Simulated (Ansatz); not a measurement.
## GaNi (Pm-3m): phonons along a line and the smearing

Aim: see how the phonons of GaNi (Pm-3m) along the first symmetry line respond to the electronic smearing.

Main program and level: Ansatz 0.2.0; DFT PBEsol, scalar-relativistic, plane waves, PAW.

Report form: the programs' logs are mostly left out.

### 1. Starting point

Symmetry: Pm-3m, No. 221, cubic system. The conventional cell has a = 2.886 Å, b = 2.886 Å, c = 2.886 Å, α = 90.00°, β = 90.00°, γ = 90.00°. Ga has 8 Ni at 2.50 Å nearest. Nearest to Ni lie 8 Ga at 2.50 Å. Farther neighbours are not listed.

### 2. Relaxation

Lattice constant and positions set the bands and the force constants, so the cell is relaxed first.

Input file input.yaml:

```yaml
crystal:
  lattice:
    - [2.886, 0.0, 0.0]
    - [0.0, 2.886, 0.0]
    - [0.0, 0.0, 2.886]
  atoms:
    - { symbol: Ga, position: [0.0, 0.0, 0.0] }
    - { symbol: Ni, position: [0.5, 0.5, 0.5] }
kpoints:
  mp_grid: { grid: [10, 10, 10] }
hamiltonian:
  xc: pbesol
scf:
  occupations: { method: gaussian, width: 0.1 }
output:
  forces: true
  stress: true
  eigenvalues: true
  write_density: true
  write_potential: true
  elf: true
  volumetric_format: npy
relax:
  adjacent_minimum: "off"
  f_tol: 0.005
  max_steps: 80
  cell: { stress_tol: 0.05 }
```

On the command line:

```
$ ansatz run input.yaml --threads 4 --pin off --max-ram 8192MiB --backend cpu --events-out ev --progress --plain --runs-dir out
```

Wall time 2 s (4 threads of Arm Neoverse V2, shared host); peak memory 0.34 GiB.

This run has no spin polarisation, although Ni can carry a moment.

Relaxation path:

```
step  energy less that of the first step (eV)  largest force component (eV/Å)  pressure (GPa)  volume (Å³)
   1                                   0.0000                          0.0000           -2.16        24.04
   2                                  -0.0019                          0.0000           -0.79        23.84
   3                                  -0.0022                          0.0000            0.02        23.73
   4                                  -0.0020                          0.0000            0.03        23.73
```

The log counts 1 steps on a newly chosen plane-wave basis, not all of them marked here; energy and pressure can jump at such steps.

| conventional cell, symmetrised | before | after | change |
| --- | --- | --- | --- |
| a (Å) | 2.886 | 2.874 | -0.4 % |
| b (Å) | 2.886 | 2.874 | -0.4 % |
| c (Å) | 2.886 | 2.874 | -0.4 % |
| volume (Å³/atom) | 12.02 | 11.87 | -1.3 % |

The relaxed structure:

```xyz
2
Lattice="2.8737 0.0000 0.0000 0.0000 2.8737 0.0000 0.0000 0.0000 2.8737" Properties=species:S:1:pos:R:3 pbc="T T T"
Ga    0.0000    0.0000    0.0000
Ni    1.4368    1.4368    1.4368
```

This step gave:

```yaml
pressure: 0.02689 GPa
volume_per_atom: 11.87 Å³
metallic_on_mesh: yes
gap_on_the_k_mesh: 0 eV
```

Electrostatic potential energy in the ac plane at fractional y = 0.000, with atoms of Ga within 0.2 Å of it. With pseudopotentials it is smooth inside the atoms' cores, unlike the true potential.

Values in eV, 15 rows by 15 columns:
```
-6 -6 -7 -7 -2  8 14 16 16 14  8 -2 -7 -7 -6
-6 -7 -7 -6  1 10 15 17 17 15 10  1 -6 -7 -7
-7 -7 -6 -1  7 13 16 17 17 16 13  7 -1 -6 -7
-3 -2  1  7 12 15 17 18 18 17 15 12  7  1 -2
 7  8 10 13 15 17 17 18 18 17 17 15 13 10  8
14 14 15 16 17 17 18 18 18 18 17 17 16 15 14
16 16 17 17 18 18 18 18 18 18 18 18 17 17 16
16 16 17 17 18 18 18 18 18 18 18 18 17 17 16
14 14 15 16 17 17 18 18 18 18 17 17 16 15 14
 7  8 10 13 15 17 17 18 18 17 17 15 13 10  8
-3 -2  1  7 12 15 17 18 18 17 15 12  7  1 -2
-7 -7 -6 -1  7 13 16 17 17 16 13  7 -1 -6 -7
-6 -7 -7 -6  1 10 15 17 17 15 10  1 -6 -7 -7
-6 -6 -7 -7 -2  8 14 16 16 14  8 -2 -7 -7 -6
-5 -6 -6 -7 -3  7 14 16 16 14  7 -3 -7 -6 -6
```
Columns run along a (2.9 Å; values clipped at the 3rd and 97th percentile), rows up along c (2.9 Å). Atoms in or near the plane, at fractional coordinates: Ga at (0.00, 0.00).

ELF in the ac plane at fractional y = 0.000, with atoms of Ga within 0.2 Å of it. It is the smooth field of the valence electrons, not physical close to the nuclei.

Values, 15 rows by 15 columns:
```
0.05 0.02 0.05 0.14 0.24 0.25 0.30 0.35 0.35 0.30 0.25 0.24 0.14 0.05 0.02
0.03 0.05 0.10 0.20 0.25 0.26 0.32 0.35 0.35 0.32 0.26 0.25 0.20 0.10 0.05
0.12 0.14 0.20 0.25 0.26 0.30 0.35 0.35 0.35 0.35 0.30 0.26 0.25 0.20 0.14
0.23 0.24 0.25 0.26 0.29 0.34 0.35 0.33 0.33 0.35 0.34 0.29 0.26 0.25 0.24
0.25 0.25 0.26 0.30 0.34 0.35 0.33 0.31 0.31 0.33 0.35 0.34 0.30 0.26 0.25
0.29 0.30 0.32 0.35 0.35 0.33 0.30 0.29 0.29 0.30 0.33 0.35 0.35 0.32 0.30
0.35 0.35 0.35 0.35 0.33 0.31 0.29 0.28 0.28 0.29 0.31 0.33 0.35 0.35 0.35
0.35 0.35 0.35 0.35 0.33 0.31 0.29 0.28 0.28 0.29 0.31 0.33 0.35 0.35 0.35
0.29 0.30 0.32 0.35 0.35 0.33 0.30 0.29 0.29 0.30 0.33 0.35 0.35 0.32 0.30
0.25 0.25 0.26 0.30 0.34 0.35 0.33 0.31 0.31 0.33 0.35 0.34 0.30 0.26 0.25
0.23 0.24 0.25 0.26 0.29 0.34 0.35 0.33 0.33 0.35 0.34 0.29 0.26 0.25 0.24
0.12 0.14 0.20 0.25 0.26 0.30 0.35 0.35 0.35 0.35 0.30 0.26 0.25 0.20 0.14
0.03 0.05 0.10 0.20 0.25 0.26 0.32 0.35 0.35 0.32 0.26 0.25 0.20 0.10 0.05
0.05 0.02 0.05 0.14 0.24 0.25 0.30 0.35 0.35 0.30 0.25 0.24 0.14 0.05 0.02
0.49 0.05 0.03 0.12 0.23 0.25 0.29 0.35 0.35 0.29 0.25 0.23 0.12 0.03 0.05
```
Columns run along a (2.9 Å), rows up along c (2.9 Å). Atoms in or near the plane, at fractional coordinates: Ga at (0.00, 0.00).

Valence density in the ac plane at fractional y = 0.000, with atoms of Ga within 0.2 Å of it. It is the smooth field of the valence electrons, not physical close to the nuclei.

Ten steps, logarithmic in the rise over the least value, from '0' (0 e/Å³) to '9' (52 e/Å³):
```
985310000001358
654210000001245
332100000000123
111000000000011
000000000000000
000000000000000
000000000000000
000000000000000
000000000000000
000000000000000
111000000000011
332100000000123
654210000001245
985310000001358
996310000001369
```
Columns run along a (2.9 Å), rows up along c (2.9 Å). Atoms in or near the plane, at fractional coordinates: Ga at (0.00, 0.00).

The largest force is now zero by symmetry and the largest stress component 0.027 GPa, small enough for phonons.

### 3. Wavevectors along a line: Fermi–Dirac smearing of 0.1 eV

Each wavevector is solved by itself, so no interpolation smooths a dip of the branch.

Input file input.yaml:

```yaml
crystal:
  lattice:
    - [2.8736999547, 0.0, 0.0]
    - [0.0, 2.8736999547, 0.0]
    - [0.0, 0.0, 2.8736999547]
  atoms:
    - { symbol: Ga, position: [0.0, 0.0, 0.0] }
    - { symbol: Ni, position: [0.5, 0.5, 0.5] }
kpoints:
  mp_grid: { grid: [20, 20, 20] }
hamiltonian:
  xc: pbesol
scf:
  occupations: { method: fermi_dirac, width: 0.1 }
output:
  eigenvalues: true
phonons:
  method: dfpt
  qpoints: [[0, 0, 0], [0.0, 0.25, 0.0], [0.0, 0.5, 0.0]]
```

The job ended after 2.3 min (4 threads; peak memory 3.3 GiB; 8.8 min of CPU time).

Each wavevector solved by linear response. The frequency by |q| along the line:

```
|q| along the line (Å⁻¹)  mode 1 = mode 2 (cm⁻¹)  mode 3 (cm⁻¹)  mode 4 (cm⁻¹)  mode 5 (cm⁻¹)  mode 6 (cm⁻¹)
                   0.000                       0              0            213            213            213
                   0.547                    83.9            122            192            192            219
                   1.093                     132            153            153            187            219
```

### 4. Phonons along a line: Fermi–Dirac smearing of 0.25 eV

input.yaml: that of step 3 with these lines changed.

```diff
@@ -13,3 +13,3 @@
 scf:
-  occupations: { method: fermi_dirac, width: 0.1 }
+  occupations: { method: fermi_dirac, width: 0.25 }
 output:
```

Wider smearing eases the sum over k-points of a metal but moves the result away from its zero-temperature value.

Wall time 2.3 min (4 threads); peak memory 3.3 GiB; 8.7 min of CPU time.

Each wavevector solved by linear response. The frequency by |q| along the line:

```
|q| along the line (Å⁻¹)  mode 1 = mode 2 (cm⁻¹)  mode 3 (cm⁻¹)  mode 4 (cm⁻¹)  mode 5 (cm⁻¹)  mode 6 (cm⁻¹)
                   0.000                       0              0            214            214            214
                   0.547                    83.6            123            193            193            220
                   1.093                     135            153            153            184            220
```

Against step 3 (now smearing width 0.25 eV), the free energy moves by -38.3 meV an atom.

### 5. Wavevectors along a line: Fermi–Dirac smearing of 0.04 eV

input.yaml: that of step 4 with these lines changed.

```diff
@@ -13,3 +13,3 @@
 scf:
-  occupations: { method: fermi_dirac, width: 0.25 }
+  occupations: { method: fermi_dirac, width: 0.04 }
 output:
```

Narrower smearing comes nearer the zero-temperature value but asks more of the mesh.

The job ended after 2.3 min (4 threads; peak memory 3.3 GiB; 8.6 min of CPU time).

Each wavevector solved by linear response. Frequency against |q| along the line:

```csv
|q| along the line (Å⁻¹),mode 1 = mode 2 (cm⁻¹),mode 3 (cm⁻¹),mode 4 (cm⁻¹),mode 5 (cm⁻¹),mode 6 (cm⁻¹)
0.000,0,0,212,212,212
0.547,84.1,123,192,192,219
1.093,132,153,153,188,220
```

Against step 3 (now smearing width 0.04 eV), the free energy moves by +5.9 meV an atom.

### 6. Phonons along a line: Methfessel–Paxton smearing of 0.2 eV

input.yaml: that of step 5 with these lines changed.

```diff
@@ -13,3 +13,3 @@
 scf:
-  occupations: { method: fermi_dirac, width: 0.04 }
+  occupations: { method: methfessel_paxton, width: 0.2 }
 output:
```

It took 2.3 min on 4 threads; peak memory 3.3 GiB; 8.6 min of CPU time.

Each wavevector solved by linear response. The frequency by |q| along the line:

```
|q| along the line (Å⁻¹)  mode 1 = mode 2 (cm⁻¹)  mode 3 (cm⁻¹)  mode 4 (cm⁻¹)  mode 5 (cm⁻¹)  mode 6 (cm⁻¹)
                   0.000                       0              0            212            212            212
                   0.547                    84.1            123            192            192            219
                   1.093                     132            153            153            188            219
```

Against step 3 (now occupations Methfessel-Paxton and smearing width 0.2 eV), the free energy moves by +7.1 meV an atom.

### 7. Smearing and the soft branch

Lowest frequency against |q| along the line:

```csv
|q| along the line (Å⁻¹),"fermi dirac 0.1 eV, k 20x20x20 (cm⁻¹)","fermi dirac 0.25 eV, k 20x20x20 (cm⁻¹)","fermi dirac 0.04 eV, k 20x20x20 (cm⁻¹)","methfessel paxton 0.2 eV, k 20x20x20 (cm⁻¹)"
0.000,0,0,0,0
0.547,83.9,83.6,84.1,84.1
1.093,132,135,132,132
```

### 8. Outcome

- phonon run of the rows without a label of their own: PBEsol, k 20×20×20
- lowest branch at the last solved point, Fermi–Dirac 0.1 eV: 132 cm⁻¹ at |q| = 1.09 Å⁻¹
- lowest branch at the last solved point, Fermi–Dirac 0.25 eV: 135 cm⁻¹ at |q| = 1.09 Å⁻¹
- lowest branch at the last solved point, Fermi–Dirac 0.04 eV: 132 cm⁻¹ at |q| = 1.09 Å⁻¹
- lowest branch at the last solved point, Methfessel–Paxton 0.2 eV: 132 cm⁻¹ at |q| = 1.09 Å⁻¹

No branch softens by more than 4 % of the top frequency as the smearing narrows, so no anomaly that hangs on the smearing shows at these points. The line holds 3 wavevectors, so a narrow dip between them would be missed. Between Fermi–Dirac 0.25 eV and Fermi–Dirac 0.04 eV the largest change, with modes counted by rank of frequency, is in mode 5 at |q| = 1.09 Å⁻¹, from 184 to 188 cm⁻¹. Where branches cross, a count by rank can hide a softening. At the narrowest width the k mesh may not resolve the Fermi surface, so part of the change can be mesh noise.

[Logs are printed without paths, hosts, clocks, repeated set-up lines and the standing remarks that a program may print on its own settings, such as how far it seeks lower states.]

[Hosts, paths, dates, database ids (printed as entryN), source tags and the programs' standing remarks are cut or masked in the printed files.]
